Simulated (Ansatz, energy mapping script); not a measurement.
# Spin model of MnS from collinear orders

Wanted: the magnetic order of MnS, its couplings and an estimate of its ordering temperature, by LDA.

Calculated with Ansatz 0.2.0; LDA; plane waves, collinear spin, no spin–orbit coupling.

Experimental background.

“Single-Crystal and Powder Neutron Diffraction Study of FeXMn1-XS Solid Solutions” (2011, arxiv:1108.4537) reports for MnS, rock salt, by neutron diffraction (x = 0): ordering temperature (Neel temperature) 150 K.

This is a report of a sequence of runs, with most program output left out.

The database entry behind the starting cell differs from later determinations by our own check (an axis about 0.2 % short against later determinations), so it need not match the best structure at ambient conditions.

In doubt: warnings of the run leave room for a lower electronic state (steps 2, 6, 8), so energies may not be the lowest and differences between runs may mislead.

### 1. Set-up

The structure is cubic, space group Fm-3m (No. 225). The conventional cell has a = 5.209 Å, b = 5.209 Å, c = 5.209 Å, α = 90.00°, β = 90.00°, γ = 90.00°. Nearest to Mn lie 6 S at 2.60 Å. Nearest to S lie 6 Mn at 2.60 Å. Farther neighbours and most contacts between anions are not listed.

Coordinates:

```cif
data_structure
_symmetry_space_group_name_H-M 'P 1'
_symmetry_Int_Tables_number 1
_cell_length_a 3.6833
_cell_length_b 3.6833
_cell_length_c 3.6833
_cell_angle_alpha 60.000
_cell_angle_beta 60.000
_cell_angle_gamma 60.000
_cell_volume 35.33
loop_
_atom_site_label
_atom_site_type_symbol
_atom_site_fract_x
_atom_site_fract_y
_atom_site_fract_z
_atom_site_occupancy
Mn1 Mn 0.00000 0.00000 0.00000 1
S2 S 0.50000 0.50000 0.50000 1
```

A plain semilocal functional is the cheapest rung. It tends to spread open shells too far.

### 2. Parallel start in cell A (4 atoms)

The parallel order is the zero of energy for this cell and mesh.

Input file input.yaml:

```yaml
crystal:
  lattice:
    - [0.0, -2.6045, -2.6045]
    - [-2.6045, 0.0, -2.6045]
    - [2.6045, 2.6045, -5.209]
  atoms:
    - { symbol: Mn, position: [0.5, 0.5, 0.5], spin: 4.5 }
    - { symbol: Mn, position: [0.0, 0.0, 0.0], spin: 4.5 }
    - { symbol: S, position: [0.75, 0.75, 0.75] }
    - { symbol: S, position: [0.25, 0.25, 0.25] }
magnetization:
  spin_polarized: true
kpoints:
  mp_grid: { grid: [8, 8, 8] }
hamiltonian:
  xc: lda
scf:
  occupations: { method: fermi_dirac, width: 0.05 }
output:
  eigenvalues: true
```

The run is started by

```sh
$ ansatz run input.yaml --threads 4 --pin off --max-ram 8192MiB --backend cpu --events-out ev --progress --plain --runs-dir out
```

Wall time 6.3 s (4 threads of Arm Neoverse V1, shared host); peak memory 0.51 GiB.

Spin moment in the sphere by atom:

```csv
atom,spin moment in the sphere (μB)
Mn1,4.08
Mn2,4.08
S3,0.14
S4,0.14
```

The run ends ferromagnetic.

### 3. Compensated +− start in cell A (4 atoms)

This order reverses 6 of the 12 neighbours at 3.68 Å, 6 of the 6 neighbours at 5.21 Å and 12 of the 24 neighbours at 6.38 Å, counted for an average magnetic atom.

input.yaml, as its differences from that of step 2:

```diff
@@ -7,3 +7,3 @@
     - { symbol: Mn, position: [0.5, 0.5, 0.5], spin: 4.5 }
-    - { symbol: Mn, position: [0.0, 0.0, 0.0], spin: 4.5 }
+    - { symbol: Mn, position: [0.0, 0.0, 0.0], spin: -4.5 }
     - { symbol: S, position: [0.75, 0.75, 0.75] }
```

It took 5.3 s on 4 threads; peak memory 0.53 GiB.

Spin moment in the sphere by atom:

```csv
atom,spin moment in the sphere (μB)
Mn1,4.08
Mn2,-4.08
S3,0.00
S4,0.00
```

The run ends antiferromagnetic, 105.05 meV a magnetic atom below the parallel order of its cell.

### 4. Parallel start in cell B (4 atoms)

The parallel order again, as the reference for this cell.

This run holds the same structure in another cell (c 6.380 → 5.209 Å, α 73.2 → 90.0°, β 73.2 → 90.0°, γ 60.0 → 90.0°).

input.yaml, the sections that differ from step 3:

```yaml
crystal:
  lattice:
    - [0.0, -2.6045, -2.6045]
    - [0.0, 2.6045, -2.6045]
    - [5.209, 0.0, 0.0]
  atoms:
    - { symbol: Mn, position: [0.5, 0.5, 0.5], spin: 4.5 }
    - { symbol: Mn, position: [0.0, 0.0, 0.0], spin: 4.5 }
    - { symbol: S, position: [0.5, 0.5, 0.0] }
    - { symbol: S, position: [0.0, 0.0, 0.5] }
kpoints:
  mp_grid: { grid: [7, 7, 5] }
# magnetization, hamiltonian, scf, output: as in step 3
```

Elapsed: 3 s, on 4 threads; peak memory 0.42 GiB.

The run ends ferromagnetic. For each magnetic atom its energy differs from the parallel run of the first cell by 2.00 meV, an error that one common reference would have brought in.

### 5. Run 4 (compensated +−; cell B, 4 atoms)

This order reverses 8 of the 12 neighbours at 3.68 Å, 0 of the 6 neighbours at 5.21 Å and 16 of the 24 neighbours at 6.38 Å, counted for an average magnetic atom.

input.yaml, as its differences from that of step 4:

```diff
@@ -7,3 +7,3 @@
     - { symbol: Mn, position: [0.5, 0.5, 0.5], spin: 4.5 }
-    - { symbol: Mn, position: [0.0, 0.0, 0.0], spin: 4.5 }
+    - { symbol: Mn, position: [0.0, 0.0, 0.0], spin: -4.5 }
     - { symbol: S, position: [0.5, 0.5, 0.0] }
```

Elapsed: 3 s, on 4 threads; peak memory 0.44 GiB; 9.7 s of CPU time.

The run ends antiferromagnetic, 7.50 meV a magnetic atom below the parallel order of its cell (energies taken at zero occupation width, not the printed F).

### 6. Order 5: parallel, cell C of 6 atoms

A new cell needs its own zero of energy.

Input file input.yaml:

```yaml
crystal:
  lattice:
    - [0.0, 2.6045, 2.6045]
    - [-2.6045, 0.0, -2.6045]
    - [-5.209, -5.209, 5.209]
  atoms:
    - { symbol: Mn, position: [0.0, 0.0, 0.0], spin: 4.5 }
    - { symbol: Mn, position: [0.333333333, 0.666666667, 0.666666667], spin: 4.5 }
    - { symbol: Mn, position: [0.666666667, 0.333333333, 0.333333333], spin: 4.5 }
    - { symbol: S, position: [0.666666667, 0.333333333, 0.833333333] }
    - { symbol: S, position: [0.0, 0.0, 0.5] }
    - { symbol: S, position: [0.333333333, 0.666666667, 0.166666667] }
magnetization:
  spin_polarized: true
kpoints:
  mp_grid: { grid: [8, 8, 3] }
hamiltonian:
  xc: lda
scf:
  occupations: { method: fermi_dirac, width: 0.05 }
output:
  eigenvalues: true
```

Wall time 5.1 s (4 threads); peak memory 0.54 GiB; 19 s of CPU time.

The run ends ferromagnetic. For each magnetic atom its energy differs from the parallel run of the first cell by 1.53 meV, an error that one common reference would have brought in.

### 7. Run 6 (uncompensated ++−; cell C, 6 atoms)

This order reverses 4 of the 12 neighbours at 3.68 Å, 4 of the 6 neighbours at 5.21 Å and 12 of the 24 neighbours at 6.38 Å, counted for an average magnetic atom.

input.yaml, as its differences from that of step 6:

```diff
@@ -8,3 +8,3 @@
     - { symbol: Mn, position: [0.333333333, 0.666666667, 0.666666667], spin: 4.5 }
-    - { symbol: Mn, position: [0.666666667, 0.333333333, 0.333333333], spin: 4.5 }
+    - { symbol: Mn, position: [0.666666667, 0.333333333, 0.333333333], spin: -4.5 }
     - { symbol: S, position: [0.666666667, 0.333333333, 0.833333333] }
```

Elapsed: 6.2 s, on 4 threads; peak memory 0.54 GiB; 21 s of CPU time.

The run ends ferrimagnetic, 63.00 meV a magnetic atom below the parallel order of its cell (energies taken at zero occupation width, not the printed F).

### 8. Parallel start in cell D (6 atoms)

This run holds the same structure in another cell (b 3.683 → 5.209 Å, c 9.022 → 6.380 Å, α 90.0 → 114.1°, β 90.0 → 106.8°, γ 120.0 → 90.0°).

Input file input.yaml:

```yaml
crystal:
  lattice:
    - [0.0, -2.6045, -2.6045]
    - [-5.209, 0.0, 0.0]
    - [2.6045, 5.209, -2.6045]
  atoms:
    - { symbol: Mn, position: [0.666666667, 0.666666667, 0.333333333], spin: 4.5 }
    - { symbol: Mn, position: [0.333333333, 0.333333333, 0.666666667], spin: 4.5 }
    - { symbol: Mn, position: [0.0, 0.0, 0.0], spin: 4.5 }
    - { symbol: S, position: [0.666666667, 0.166666667, 0.333333333] }
    - { symbol: S, position: [0.333333333, 0.833333333, 0.666666667] }
    - { symbol: S, position: [0.0, 0.5, 0.0] }
magnetization:
  spin_polarized: true
kpoints:
  mp_grid: { grid: [7, 7, 7] }
hamiltonian:
  xc: lda
scf:
  occupations: { method: fermi_dirac, width: 0.05 }
output:
  eigenvalues: true
```

The job ended after 15 s (4 threads; peak memory 0.72 GiB; 50 s of CPU time).

The run ends ferromagnetic. For each magnetic atom its energy differs from the parallel run of the first cell by 2.37 meV, an error that one common reference would have brought in.

### 9. Order 8: uncompensated ++−, cell D of 6 atoms

This order reverses 6.67 of the 12 neighbours at 3.68 Å, 2.67 of the 6 neighbours at 5.21 Å and 8 of the 24 neighbours at 6.38 Å, counted for an average magnetic atom.

input.yaml, as its differences from that of step 8:

```diff
@@ -8,3 +8,3 @@
     - { symbol: Mn, position: [0.333333333, 0.333333333, 0.666666667], spin: 4.5 }
-    - { symbol: Mn, position: [0.0, 0.0, 0.0], spin: 4.5 }
+    - { symbol: Mn, position: [0.0, 0.0, 0.0], spin: -4.5 }
     - { symbol: S, position: [0.666666667, 0.166666667, 0.333333333] }
```

Wall time 11 s (4 threads); peak memory 0.74 GiB; 44 s of CPU time.

The run ends ferrimagnetic, 46.68 meV a magnetic atom below the parallel order of its cell (energies taken at zero occupation width, not the printed F).

### 10. Order 9: parallel, cell E of 6 atoms

This run holds the same structure in another cell (b 5.209 → 3.683 Å, c 6.380 → 8.236 Å, α 114.1 → 102.9°, β 106.8 → 102.9°).

input.yaml, the sections that differ from step 9:

```yaml
crystal:
  lattice:
    - [0.0, 2.6045, 2.6045]
    - [0.0, 2.6045, -2.6045]
    - [-7.8135, -2.6045, 0.0]
  atoms:
    - { symbol: Mn, position: [0.0, 0.0, 0.0], spin: 4.5 }
    - { symbol: Mn, position: [0.333333333, 0.333333333, 0.666666667], spin: 4.5 }
    - { symbol: Mn, position: [0.666666667, 0.666666667, 0.333333333], spin: 4.5 }
    - { symbol: S, position: [0.833333333, 0.833333333, 0.666666667] }
    - { symbol: S, position: [0.166666667, 0.166666667, 0.333333333] }
    - { symbol: S, position: [0.5, 0.5, 0.0] }
# magnetization, kpoints, hamiltonian, scf, output: as in step 9
```

Elapsed: 7.9 s, on 4 threads; peak memory 0.6 GiB.

The run ends ferromagnetic. For each magnetic atom its energy differs from the parallel run of the first cell by 1.02 meV, an error that one common reference would have brought in.

### 11. Order 10: uncompensated ++−, cell E of 6 atoms

This order reverses 5.33 of the 12 neighbours at 3.68 Å, 1.33 of the 6 neighbours at 5.21 Å and 16 of the 24 neighbours at 6.38 Å, counted for an average magnetic atom.

input.yaml, as its differences from that of step 10:

```diff
@@ -8,3 +8,3 @@
     - { symbol: Mn, position: [0.333333333, 0.333333333, 0.666666667], spin: 4.5 }
-    - { symbol: Mn, position: [0.666666667, 0.666666667, 0.333333333], spin: 4.5 }
+    - { symbol: Mn, position: [0.666666667, 0.666666667, 0.333333333], spin: -4.5 }
     - { symbol: S, position: [0.833333333, 0.833333333, 0.666666667] }
```

The job ended after 8.8 s (4 threads; peak memory 0.61 GiB; 30 s of CPU time).

The run ends ferrimagnetic, 27.82 meV a magnetic atom below the parallel order of its cell (energies taken at zero occupation width, not the printed F).

### 12. The fit

Each energy difference is a sum of couplings weighted by the pairs that the order reverses. A few near shells are fitted to the differences by least squares. Energies are those extrapolated to zero occupation width, not the free energies F.

Energies from the parallel order of the same cell:

```csv
order,atoms,energy (meV a magnetic atom),moments (μB),moments kept as typed,"opposed neighbours at 3.68, 5.21, 6.38 Å"
parallel in cell A,4,0.00,4.08,yes,"0, 0, 0"
compensated +− in cell A,4,-105.05,4.08,yes,"6, 6, 12"
parallel in cell B,4,0.00,4.04,yes,"0, 0, 0"
compensated +− in cell B,4,-7.50,4.08,yes,"8, 0, 16"
parallel in cell C,6,0.00,4.08,yes,"0, 0, 0"
uncompensated ++− in cell C,6,-63.00,4.04 to 4.13,yes,"4, 4, 12"
parallel in cell D,6,0.00,4.06,yes,"0, 0, 0"
uncompensated ++− in cell D,6,-46.68,4.05 to 4.14,yes,"6.67, 2.67, 8"
parallel in cell E,6,0.00,4.06,yes,"0, 0, 0"
uncompensated ++− in cell E,6,-27.82,4.05 to 4.12,yes,"5.33, 1.33, 16"
```

The Heisenberg fit (each pair counts twice, positive J is ferromagnetic):

```csv
pair,distance (Å),neighbours,J (meV)
Mn–Mn,3.68,12,-0.516
Mn–Mn,5.21,6,-8.03
Mn–Mn,6.38,24,-0.0218
Mn–Mn,7.37,12,0.254
```

Adding the shell at 8.24 Å gives -0.92, -8.3, -0.089, 0.34 and 0.32 meV and a mean-field temperature of 416 K, an exact solve that tests nothing.

Limits of this fit: some orders are gapless and others have a gap; the parallel runs differ by 2.4 meV between cells, so mesh or basis is not converged.

In mean field these couplings order at 396 K, at q = (0.50, 0.50, 0.50) in fractions of the conventional cell's reciprocal vectors, and give a Curie–Weiss temperature of -401 K.

### 13. Monte Carlo

Mean field ignores fluctuations and overstates the ordering temperature, so the model is also sampled. The heat capacity peaks where order sets in.

Classical unit spins with these couplings on 8×8×4 copies of a cell that holds the lowest order (512 spins), heat-bath sweeps, cooled from random directions, 831 sweeps to settle and 2493 measured at each temperature, averaged over 4 runs.

```csv
T (K),order along the lowest pattern,net moment,heat capacity (k_B a spin)
47.6,0.50,0.01,1.05
81.4,0.46,0.01,1.08
132,0.41,0.01,1.17
166,0.37,0.02,1.24
200,0.34,0.02,1.35
250,0.29,0.02,1.73
284,0.23,0.02,1.92
318,0.18,0.03,1.44
352,0.13,0.03,0.75
402,0.10,0.03,0.42
436,0.09,0.03,0.29
```

The smoothed heat capacity peaks at 277 K. The order column follows one pattern alone; equivalent domains or another pattern share the rest.

### 14. Against another level

The first set of orders, under PBE+U (4 eV), took 4.2 min of CPU time summed over its finished orders (seed run apart), these 4.3 min.

```csv
quantity,this set,first set
"J at 3.68 Å, meV",-0.516,-1.01
"J at 5.21 Å, meV",-8.03,-3.72
"J at 6.38 Å, meV",-0.0218,-0.154
"J at 7.37 Å, meV",0.254,-0.419
"ordering temperature, mean field, K",396,134
"heat-capacity peak, Monte Carlo, K",277,80.1
```

The coupling that led in the first set goes from -3.72 to -8.03 meV.

### 15. Outcome

```
lowest order tried                    : compensated +− in cell A
largest fitted value, Mn–Mn at 5.21 Å : -8.03 meV
ordering temperature, mean field      : 396 K
heat-capacity peak, Monte Carlo       : 277 K
```

What this shows: Of the orders tried, MnS prefers the order “compensated +− in cell A” under LDA, with 6 of 12 neighbours at 3.68 Å, 6 of 6 neighbours at 5.21 Å and 12 of 24 neighbours at 6.38 Å opposed, and the heat capacity of the fitted model peaks near 277 K (Monte Carlo, classical spins). The coupling at 5.21 Å is 2.2 times that of the first set, at 1.0 times the CPU time. The largest fitted coupling is the Mn–Mn pair at 5.21 Å, antiferromagnetic at -8.0 meV, across a ligand at about 180°. The orders also reverse pairs at 8.24 Å, which are not fitted, so the fitted values hold their part too. With 5 differences for 4 couplings the fit misses by 3.9 meV at most, a small part of the spread. In the fitted orders moments change by up to 1.8 % against the parallel run of the same cell, so their size stays put. The fit is in doubt: some orders are gapless and others have a gap and the parallel runs differ by 2.4 meV between cells, so mesh or basis is not converged. The couplings are then rough, the small ones most of all. Monte Carlo puts the peak at 0.70 of the mean-field temperature, since mean field leaves out fluctuations. In tests on simple cubic and body-centred models such peaks lay 5 to 6 % under the bulk value. On cooling, the order along the one computed pattern stays at or under 0.50: the model settles in an equivalent domain, a degenerate mixture or another order.

Calculation against experiment:

| quantity | measured | LDA, Monte Carlo |
| --- | --- | --- |
| ordering temperature (spin model) (K) | 150 | 277 (+84.9 %) |

Measured values from arxiv:1108.4537 (2011).

**Verdict.** The ordering temperature is off by +84.9 %. No cell relaxation is part of this session. Limits of convergence are named above.

[Logs and program files are shortened in this print: banners, set-up blocks, solver, clock and traceback lines can be left out without a mark of their own.]

[Logs are printed without paths, hosts, clocks, repeated set-up lines and the standing remarks that a program may print on its own settings, such as how far it seeks lower states.]

[Hosts, paths, dates, database ids (printed as entryN), source tags and the programs' standing remarks are cut or masked in the printed files.]

[Where a cell is said to come from a database of computed structures, the database is the Materials Project.]
